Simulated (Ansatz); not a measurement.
# Electron scattering at the Σ5 (210) boundary in bcc Nb, starting shift (0.5, 0.5), part 2 of 3

Wanted: what the Σ5 (210) boundary in bcc Nb, starting shift (0.5, 0.5) costs an interconnect.

Ansatz 0.2.0; Ansatz plane-wave DFT, PBE, PAW files; relaxation of a bicrystal slab with its lowest layers held; PAW set soft_1 (the session's first sound run).

So far. Step 2 (Relaxing the bicrystal): The largest force component on a free atom ends at 0.025 eV/Å, under the tolerance of 0.03, after 12 steps.

## (3) Transmission across the boundary

Bulk layers of each grain are laid under and over the relaxed boundary, and a lead is named in the middle of each, away from the free faces. The mesh across the current, 10×20, is finer than the density's, because channels open and close sharply across the zone. Energies from -0.1 to 0.1 eV in steps of 0.05 eV are too few for the program's thermal sum, so it prints no conductance; for a metal the transmission near the Fermi level serves, at a fraction of the cost.

This step: Ansatz plane-wave DFT, PBE, PAW files; ballistic transport by layer matching (Landauer), zero bias; boundary relaxed in a short slab, bulk layers laid on; PAW set soft_1 (Ansatz 0.2.0).

System of this step: Σ5 (210) boundary in bcc Nb, starting shift (0.5, 0.5). The cell holds 56 atoms: 56 Nb. Cell: a = 7.393 Å, b = 3.306 Å, c = 48.865 Å, α = 90.0°, β = 90.0°, γ = 90.0°. It derives from Nb. Regions: lower grain, 23 atoms (23 Nb); boundary, 14 atoms (14 Nb); upper grain, 19 atoms (19 Nb). Vacuum lies along c.

input.yaml reads:

```yaml
crystal:
  lattice:
    - [7.393111554, 0.0, 0.0]
    - [0.0, 3.3063, 0.0]
    - [0.0, 0.0, 48.8645439332]
  atoms:
    - { symbol: Nb, position: [-9.0, -15.0, 0.0818589447] }
    - { symbol: Nb, position: [-8.7, -14.5, 0.0969887525] }
    - { symbol: Nb, position: [-8.4, -14.0, 0.1121185602] }
    - { symbol: Nb, position: [-8.1, -13.5, 0.127248368] }
    - { symbol: Nb, position: [-7.8, -13.0, 0.1423781757] }
    - { symbol: Nb, position: [-7.5, -12.5, 0.1575079834] }
    - { symbol: Nb, position: [-7.2, -12.0, 0.1726377912] }
    - { symbol: Nb, position: [-6.9, -11.5, 0.1877675989] }
    - { symbol: Nb, position: [-6.6, -11.0, 0.2028974067] }
    - { symbol: Nb, position: [-6.3, -10.5, 0.2180272144] }
    - { symbol: Nb, position: [-6.0, -10.0, 0.2331570222] }
    - { symbol: Nb, position: [-5.7, -9.5, 0.2482868299] }
    - { symbol: Nb, position: [-5.4, -9.0, 0.2634166377] }
    - { symbol: Nb, position: [-5.1, -8.5, 0.2785464454] }
    - { symbol: Nb, position: [-4.8, -8.0, 0.2936762532] }
    - { symbol: Nb, position: [-4.5, -7.5, 0.3088060609] }
    - { symbol: Nb, position: [-4.2, -7.0, 0.3239358687] }
    - { symbol: Nb, position: [-3.9, -6.5, 0.3390656764] }
    - { symbol: Nb, position: [-3.6, -6.0, 0.3541954842] }
    - { symbol: Nb, position: [-3.3, -5.5, 0.3693252919] }
    - { symbol: Nb, position: [-3.0, -5.0, 0.3844550997] }
    - { symbol: Nb, position: [-2.7, -4.5, 0.3995849074] }
    - { symbol: Nb, position: [-2.4, -4.0, 0.4147147152] }
    - { symbol: Nb, position: [0.9, 0.5, 0.4298445229] }
    - { symbol: Nb, position: [0.2011425268, 0.0, 0.4448899555] }
    - { symbol: Nb, position: [0.4970413401, 0.5, 0.4605162483] }
    - { symbol: Nb, position: [0.7965626786, 0.0, 0.4749522338] }
    - { symbol: Nb, position: [0.1031162589, 0.5, 0.4897798483] }
    - { symbol: Nb, position: [0.3955668334, 0.0, 0.5091593217] }
    - { symbol: Nb, position: [0.6977293048, 0.5, 0.5175910749] }
    - { symbol: Nb, position: [0.0523395895, 0.0, 0.5354253689] }
    - { symbol: Nb, position: [0.8215020649, 0.5, 0.5651480765] }
    - { symbol: Nb, position: [0.5075279519, 0.0, 0.5682396422] }
    - { symbol: Nb, position: [0.2232520758, 0.5, 0.5828867719] }
    - { symbol: Nb, position: [-0.0672647302, 0.0, 0.604912019] }
    - { symbol: Nb, position: [0.6130897896, 0.5, 0.6177376308] }
    - { symbol: Nb, position: [0.3266386691, 0.0, 0.6306747081] }
    - { symbol: Nb, position: [-1.9733613309, -3.5, 0.6458045158] }
    - { symbol: Nb, position: [-2.2733613309, -4.0, 0.6609343236] }
    - { symbol: Nb, position: [-2.5733613309, -4.5, 0.6760641313] }
    - { symbol: Nb, position: [-2.8733613309, -5.0, 0.6911939391] }
    - { symbol: Nb, position: [-3.1733613309, -5.5, 0.7063237468] }
    - { symbol: Nb, position: [-3.4733613309, -6.0, 0.7214535546] }
    - { symbol: Nb, position: [-3.7733613309, -6.5, 0.7365833623] }
    - { symbol: Nb, position: [-4.0733613309, -7.0, 0.7517131701] }
    - { symbol: Nb, position: [-4.3733613309, -7.5, 0.7668429778] }
    - { symbol: Nb, position: [-4.6733613309, -8.0, 0.7819727856] }
    - { symbol: Nb, position: [-4.9733613309, -8.5, 0.7971025933] }
    - { symbol: Nb, position: [-5.2733613309, -9.0, 0.8122324011] }
    - { symbol: Nb, position: [-5.5733613309, -9.5, 0.8273622088] }
    - { symbol: Nb, position: [-5.8733613309, -10.0, 0.8424920166] }
    - { symbol: Nb, position: [-6.1733613309, -10.5, 0.8576218243] }
    - { symbol: Nb, position: [-6.4733613309, -11.0, 0.872751632] }
    - { symbol: Nb, position: [-6.7733613309, -11.5, 0.8878814398] }
    - { symbol: Nb, position: [-7.0733613309, -12.0, 0.9030112475] }
    - { symbol: Nb, position: [-7.3733613309, -12.5, 0.9181410553] }
kpoints:
  mp_grid: { grid: [4, 8, 1] }
hamiltonian:
  xc: pbe
  pseudopotentials: { kind: paw, azcp: { folder: soft_1 } }
scf:
  occupations: { method: fermi_dirac, width: 0.1 }
output:
  transmission:
    leads: [[12, 13], [45, 46]]
    kmesh: [10, 20]
    e_range: [-0.1, 0.1]
    de: 0.05
  write_potential: true
  write_density: true
  volumetric_format: npy
  elf: true
```

Started as:

```
$ ansatz run input.yaml --threads 4 --pin off --max-ram 15360MiB --backend cpu --events-out ev --progress --plain --runs-dir out
```

Numbers of over 12 decimals in the logs are rounded to 6 here.

What it wrote:

```text
[...]
Crystal: 56 atoms, lattice volume = 1194.437 Å³
Basis set: ecut = 420 eV, 23521 PW (Γ)
Bands: 437, of which v1, the nominal top of the filled ones, is band 364 counted from 1 (363 counted from 0)
Symmetry: 2 space group operations
[...]
k-points: 15 of 32 (time reversal used)
[...]
SCF iter   1: F=—  HF=-254959.606168 eV  |F-HF|=—  |Δ(HF+E_count)|=         —  Δρ=7.94e-2  dr2=1.51e3  ethr=3.10e-3  ⟨swp⟩=8.4  Hψ=29161  notcnv=0  defer=15
[...]
SCF iter  12: F=-254920.949359 eV  HF=-254920.949359 eV  |F-HF|=7.51e-9  |Δ(HF+E_count)|=   2.05e-8  Δρ=9.06e-7  dr2=2.20e-8  ethr=1.37e-11  ⟨swp⟩=20.3  Hψ=24999  notcnv=0
SCF 1 converged in 12 iterations: F = -254920.949359 eV  dr2 = 2.20e-8
[...]
transmission: 396 of 3960 steps passed
transmission: 796 of 3960 steps passed
[...]
transmission: 3960 of 3960 steps passed
WARN: The output density's exchange-correlation potential varies sharply where the density is thin. Do not read a vacuum level from v_tot or v_xc, or from such a field of the output density. On a cell that repeats whose density bears no net charge and no dipole along the vacuum's axis use v_es (v_loc + v_h of the components); under efield.dipole_correction with no amplitude use v_es + v_field, which holds any externa [...]
SCF converged after 12 iterations
Free energy (F): -254920.949359 eV
[...]
Internal energy: -254918.421189 eV  (E = F + TS)
E sigma→0 (E₀):  -254919.685274 eV
Entropy (-TS):   -2.528170 eV (-45.146 meV/atom)
Fermi energy:    14.553314 eV
[...]
--- Band table (eV; the first three rows and the last of 15) ---
  k-point 0: bands = [... 360 lower, 14.6976, 14.7103, 14.7273, 14.7525, 14.7610, 14.8039, 14.8171, 14.8434, ... 69 higher]
  k-point 1: bands = [... 360 lower, 14.4516, 14.4592, 14.4877, 14.5092, 14.5324, 14.5395, 14.5735, 14.6031, ... 69 higher]
  k-point 2: bands = [... 360 lower, 14.1502, 14.1717, 14.1853, 14.2017, 14.2134, 14.2231, 14.2371, 14.2670, ... 69 higher]
  k-point 14: bands = [... 360 lower, 14.4651, 14.4750, 14.4892, 14.4925, 14.5923, 14.6182, 14.6223, 14.6616, ... 69 higher]
--- Transmission ---
  basis      : 219 plane waves across, 60 finite elements along
  points     : 66, standing for a mesh of 10 x 20
  energies   : 5 from -0.100000 to 0.100000 eV about the Fermi level, 0.050000 eV apart; the leads are filled to 0.000000 eV, and channels, transmission and decay are at 0.000000 eV
  crystal 0  : Nb3, at the sites [12, 13], period 2.2179 Å, over 18.48 Å; its Hamiltonian steps by up to 8.9 meV
    offset         : up to 0.0000 Å between an atom of the period and one for which it stands
    channels       : 5.905000e0 a spin
    conductance    : none, the energies end too early or step too widely for 300 K: set another output.transmission.e_range or a lower de, or, where they end at an eighth of basis.ecutwfc, a higher one
[...]
channels       : 5.925000e0 a spin
[...]
junction   : crystal 0 to crystal 1, 13.65 to 35.95 Å
    transmission   : 2.660664e0 a spin
[...]
```

Elapsed: 24 min, on 4 threads of Arm Neoverse V1, shared host; peak memory 13 GiB; 89 min of CPU time.

The column dr2 measures how far the density is from self-consistency, as an energy; F and HF (Harris–Foulkes) agree once it is small.

This step gave:

```yaml
free_energy: -254920.9494 eV
energy_at_zero_smearing: -254919.6853 eV
fermi_energy: 14.55 eV
cell_area: 24.44 Å²
transmission_per_spin_nearest_the_fermi_level: 2.661
open_channels_per_spin_nearest_the_fermi_level: 5.905
open_channels_per_spin_upper_lead: 5.925
step_of_the_lead_s_potential: 8.9 meV
step_of_the_upper_lead_s_potential: 20.2 meV
```

Per spin. Transmission, zone mean against energy, zero at the Fermi level:

| energy (eV) | transmission, zone mean |
| --- | --- |
| -0.1000 | 2.82 |
| -0.0500 | 2.72 |
| 0.0000 | 2.66 |
| 0.0500 | 2.59 |
| 0.1000 | 2.51 |

Per spin. The open channels, zone mean by energy, zero at the Fermi level:

| energy (eV) | lead | upper lead |
| --- | --- | --- |
| -0.1000 | 6.57 | 6.54 |
| -0.0500 | 6.17 | 6.17 |
| 0.0000 | 5.91 | 5.92 |
| 0.0500 | 5.63 | 5.63 |
| 0.1000 | 5.46 | 5.46 |

Transmission over k1 and k2. At 0.0000 eV from the Fermi level.

Ten even steps from '_' (0.81) to '@' (4.57):
```
====####@@@@@@####==
..==**####%%####**==
..::==++++++++++==::
--==::----------::==
--::::..______..::::
--====--..__..--====
::==++==--::--==++==
++++++**++==++**++++
==****++******++****
++++****##**##****++
==****++******++****
++++++**++==++**++++
::==++==--::--==++==
--====--..__..--====
--::::..______..::::
--==::----------::==
..::==++++++++++==::
..==**####%%####**==
====####@@@@@@####==
==++####@@@@@@####++
```
Columns: k1 (b1) from -0.5 to 0.4; rows upwards: k2 (b2) from -0.5 to 0.45.

Open channels over k1 and k2. At 0.0000 eV from the Fermi level.

Values, 20 rows by 10 columns:
```
6.00 5.00 6.00 6.00 8.00 8.00 8.00 6.00 6.00 5.00
4.00 5.00 5.00 6.00 7.00 8.00 7.00 6.00 5.00 5.00
6.00 4.00 5.00 6.00 7.00 7.00 7.00 6.00 5.00 4.00
6.00 7.00 5.00 6.00 5.00 5.00 5.00 6.00 5.00 7.00
4.00 5.00 5.00 4.00 3.00 3.00 3.00 4.00 5.00 5.00
4.00 4.00 5.00 6.00 4.00 3.00 4.00 6.00 5.00 4.00
4.00 5.00 6.00 6.00 7.00 5.00 7.00 6.00 6.00 5.00
6.00 6.00 6.00 8.00 7.00 7.00 7.00 8.00 6.00 6.00
8.00 8.00 7.00 6.00 8.00 7.00 8.00 6.00 7.00 8.00
8.00 8.00 7.00 8.00 8.00 7.00 8.00 8.00 7.00 8.00
8.00 8.00 7.00 6.00 8.00 7.00 8.00 6.00 7.00 8.00
6.00 6.00 6.00 8.00 7.00 7.00 7.00 8.00 6.00 6.00
4.00 5.00 6.00 6.00 7.00 5.00 7.00 6.00 6.00 5.00
4.00 4.00 5.00 6.00 4.00 3.00 4.00 6.00 5.00 4.00
4.00 5.00 5.00 4.00 3.00 3.00 3.00 4.00 5.00 5.00
6.00 7.00 5.00 6.00 5.00 5.00 5.00 6.00 5.00 7.00
6.00 4.00 5.00 6.00 7.00 7.00 7.00 6.00 5.00 4.00
4.00 5.00 5.00 6.00 7.00 8.00 7.00 6.00 5.00 5.00
6.00 5.00 6.00 6.00 8.00 8.00 8.00 6.00 6.00 5.00
6.00 6.00 6.00 6.00 8.00 8.00 8.00 6.00 6.00 6.00
```
Columns: k1 (b1) from -0.5 to 0.4; rows upwards: k2 (b2) from -0.5 to 0.45.

Electrostatic potential energy in the ca plane at fractional y = 0.000, with atoms of Nb within 0.2 Å of it. With pseudopotentials it is smooth inside the atoms' cores, unlike the true potential.

Ten even steps from '0' (-55 eV) to '9' (19 eV), each cell a mean:
```
99989999730016899999999899997400158999999999
99999999730015899999999999997300048999999999
89999999852137999877899999998521368999999999
57999999976578998632479999999865689999999999
26899999998899997300158999999988999999999999
15899999999999997300158999999999999999999999
37999877899999998521369998778999999999999999
78998632479999999865789986324799999999999999
99997300268999999988999983001589999999999999
99997300158999999999999973001589999999999999
99998511379998778999999985213689999999999999
99999765789986334799999997656899999999999999
99999988999973001589999999889999999999999999
99999999999973001589999999999999999999999999
98778999999985213699987789999999999999999999
85334799999997657899863247999999999999999999
73002689999999889999730015899999999999999999
72001589999999999999730015899999999999999999
84113799987789999999852136999877789999999999
97657899863347999999976568998632478999999999
```
Columns run along c (16.0 Å, from fractional 0.67 to 1.00 of the cell; values clipped at the 3rd and 97th percentile), rows up along a (7.4 Å). Atoms in or near the plane, at fractional coordinates: Nb at (0.69, 0.13), Nb at (0.72, 0.53), Nb at (0.75, 0.93), Nb at (0.78, 0.33), Nb at (0.81, 0.73), Nb at (0.84, 0.13), Nb at (0.87, 0.53), Nb at (0.90, 0.93).

Valence density in the ca plane at fractional y = 0.000, with atoms of Nb within 0.2 Å of it. It is the smooth field of the valence electrons, not physical close to the nuclei.

Ten even steps from '0' (0.0 e/Å³) to '9' (5.0 e/Å³), each cell a mean:
```
00000000159972000000000000001499830000000000
00000000159982000000000000001499830000000000
00000000037851000011000000000268510000000000
31000000012210000255310000000022100000000000
72000000000000001499720000000000000000000000
72000000000000001599830000000000000000000000
41000011000000000378510000110000000000000000
10000255310000000022100001563100000000000000
00001599720000000000000004998300000000000000
00001599820000000000000015998300000000000000
00000378510000110000000002685100000000000000
00000122100002553100000000221000000000000000
00000000000014997200000000000000000000000000
00000000000015998200000000000000000000000000
00110000000003785100001100000000000000000000
02553100000001221000025631000000000000000000
15997200000000000000149982000000000000000000
16998200000000000000159982000000000000000000
03785100001100000000037851000011000000000000
01221000025531000000002210000146310000000000
```
Columns run along c (16.0 Å, from fractional 0.67 to 1.00 of the cell), rows up along a (7.4 Å). Atoms in or near the plane, at fractional coordinates: Nb at (0.69, 0.13), Nb at (0.72, 0.53), Nb at (0.75, 0.93), Nb at (0.78, 0.33), Nb at (0.81, 0.73), Nb at (0.84, 0.13), Nb at (0.87, 0.53), Nb at (0.90, 0.93).

ELF in the ca plane at fractional y = 0.000, with atoms of Nb within 0.2 Å of it. It is the smooth field of the valence electrons, not physical close to the nuclei.

Values, 11 rows by 16 columns, each cell a mean:
```
0.30 0.33 0.37 0.52 0.53 0.35 0.42 0.34 0.31 0.44 0.44 0.51 0.32 0.10 0.05 0.00
0.29 0.44 0.40 0.45 0.52 0.28 0.33 0.31 0.43 0.45 0.39 0.60 0.25 0.30 0.13 0.01
0.46 0.43 0.44 0.27 0.31 0.34 0.52 0.54 0.36 0.45 0.34 0.28 0.48 0.55 0.22 0.02
0.40 0.33 0.31 0.30 0.45 0.38 0.53 0.52 0.30 0.31 0.24 0.47 0.49 0.51 0.22 0.02
0.33 0.31 0.60 0.42 0.43 0.44 0.26 0.30 0.31 0.53 0.52 0.38 0.32 0.33 0.16 0.02
0.45 0.37 0.58 0.40 0.36 0.28 0.33 0.45 0.36 0.55 0.51 0.34 0.36 0.23 0.08 0.01
0.43 0.35 0.34 0.30 0.30 0.62 0.37 0.43 0.43 0.28 0.30 0.42 0.42 0.18 0.04 0.00
0.37 0.28 0.40 0.45 0.39 0.53 0.40 0.40 0.29 0.35 0.41 0.42 0.37 0.15 0.03 0.00
0.39 0.51 0.36 0.42 0.32 0.44 0.29 0.29 0.58 0.34 0.44 0.42 0.35 0.12 0.02 0.00
0.51 0.52 0.34 0.39 0.31 0.35 0.44 0.41 0.50 0.39 0.44 0.30 0.18 0.08 0.01 0.00
0.36 0.49 0.27 0.36 0.40 0.39 0.42 0.32 0.55 0.27 0.30 0.50 0.14 0.05 0.02 0.00
```
Columns run along c (16.0 Å, from fractional 0.67 to 1.00 of the cell), rows up along a (7.4 Å). Atoms in or near the plane, at fractional coordinates: Nb at (0.69, 0.13), Nb at (0.72, 0.53), Nb at (0.75, 0.93), Nb at (0.78, 0.33), Nb at (0.81, 0.73), Nb at (0.84, 0.13), Nb at (0.87, 0.53), Nb at (0.90, 0.93).

Over the solved energies the transmission per spin lies between 2.51 and 2.82, out of 5.95 channels of the lead on average (up to 6.57).

## (4) Specific resistance

This step: Ansatz plane-wave DFT, PBE, PAW files; ballistic transport by layer matching (Landauer), zero bias; specific resistance of the boundary; PAW set soft_1 (Ansatz 0.2.0).

Numbers from this step:

```
area resistance                      : 0.6559 fΩ m²
T over the leads' mean channel count : 0.4472
```

Averaged over the energies near the Fermi level, 44.7 % of the channels pass, which makes 0.656 fΩ m².

By hand, with T and the leads' channels N averaged over the energies near the Fermi level: RA = A (h/2e²)(1/T − ½[1/N₁ + 1/N₂]) = 24.44×10⁻²⁰ m² × 12 906 Ω × (1/2.659 − ½[1/5.947 + 1/5.946]) = 0.656 fΩ m².

[end of part 2 of 3]

[Logs are printed without paths, hosts, clocks, repeated set-up lines and the standing remarks that a program may print on its own settings, such as how far it seeks lower states.]

[Hosts, paths, dates, database ids (printed as entryN), source tags and the programs' standing remarks are cut or masked in the printed files.]
